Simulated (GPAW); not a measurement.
Consider SnSe (Fm-3m).

```xyz
2
Lattice="0.0000 3.0100 3.0100 3.0100 0.0000 3.0100 3.0100 3.0100 0.0000" Properties=species:S:1:pos:R:3 pbc="T T T"
Sn    0.0000    0.0000    0.0000
Se    3.0100    3.0100    3.0100
```

Absorber: atom 2, with 6 Sn at 3.01 Å (octahedral, site symmetry m-3m). Method: GPAW, LDA, full core hole (charged cell), 8-atom cell with 6.0 Å between holes, 4×4×4 k points, dipole transitions, Gaussian full width 2.33 eV up to 4 eV, rising linearly to 3.5 eV at 25 eV.

Question: Where do the maxima of the Se K edge fall?

Main maxima up to 30 eV above the zero (height): 2.8 eV (2.52), 12.2 eV (0.97) and 20.2 eV (1.22). A K edge sees empty p states on the absorber. 

The Se K spectrum (energy from the lowest empty level; intensity scaled to a mean of 1 over the first 20 eV):

| E (eV) | intensity |
| --- | --- |
| -2.0 | 0.01 |
| -1.4 | 0.04 |
| -0.8 | 0.12 |
| -0.2 | 0.30 |
| 0.4 | 0.64 |
| 1.0 | 1.17 |
| 1.6 | 1.80 |
| 2.2 | 2.33 |
| 2.8 | 2.52 |
| 3.4 | 2.23 |
| 4.0 | 1.62 |
| 4.6 | 0.99 |
| 5.2 | 0.54 |
| 5.8 | 0.30 |
| 6.4 | 0.22 |
| 7.0 | 0.23 |
| 7.6 | 0.27 |
| 8.2 | 0.33 |
| 8.8 | 0.43 |
| 9.4 | 0.56 |
| 10.0 | 0.72 |
| 10.6 | 0.85 |
| 11.2 | 0.93 |
| 11.8 | 0.97 |
| 12.4 | 0.97 |
| 13.0 | 0.95 |
| 13.6 | 0.92 |
| 14.2 | 0.88 |
| 14.8 | 0.88 |
| 15.4 | 0.91 |
| 16.0 | 0.96 |
| 16.6 | 1.02 |
| 17.2 | 1.09 |
| 17.8 | 1.15 |
| 18.4 | 1.19 |
| 19.0 | 1.21 |
| 19.6 | 1.22 |
| 20.2 | 1.22 |
| 20.8 | 1.21 |
| 21.4 | 1.15 |
| 22.0 | 1.07 |
| 22.6 | 0.99 |
| 23.2 | 0.94 |
| 23.8 | 0.92 |
| 24.4 | 0.93 |
| 25.0 | 0.94 |
| 25.6 | 0.94 |
| 26.2 | 0.95 |
| 26.8 | 0.96 |
| 27.4 | 0.96 |
| 28.0 | 0.95 |
| 28.6 | 0.92 |
| 29.2 | 0.87 |
| 29.8 | 0.83 |
| 30.4 | 0.81 |
| 31.0 | 0.81 |
| 31.6 | 0.80 |

The script folds with a Gaussian, whereas the core hole's own line is a Lorentzian, so the onset is too steep and the first peak too high. The holes are only 6.0 Å apart, so the shape is probably not converged with cell size; no larger cell was run here. Lifetime broadening is put in by hand, and intensities beyond about 20 eV depend on it and on the partial waves. The structure is a published determination, not relaxed.

[Banner, clock and machine lines of the logs are left out without a mark of their own.]

[Logs are printed without paths, hosts, clocks, repeated set-up lines and the standing remarks that a program may print on its own settings, such as how far it seeks lower states.]

[Hosts, paths, dates, database ids (printed as entryN), source tags and the programs' standing remarks are cut or masked in the printed files.]

[Lists of maxima count a maximum above −3 eV only where it reaches 4 % of the highest in the window and stands out from its surroundings by 2 % of it (1.5 % where it reaches 55 %); shoulders and weaker maxima are passed over, and of the rest the first, up to two pre-edge ones and the few strongest are named.]
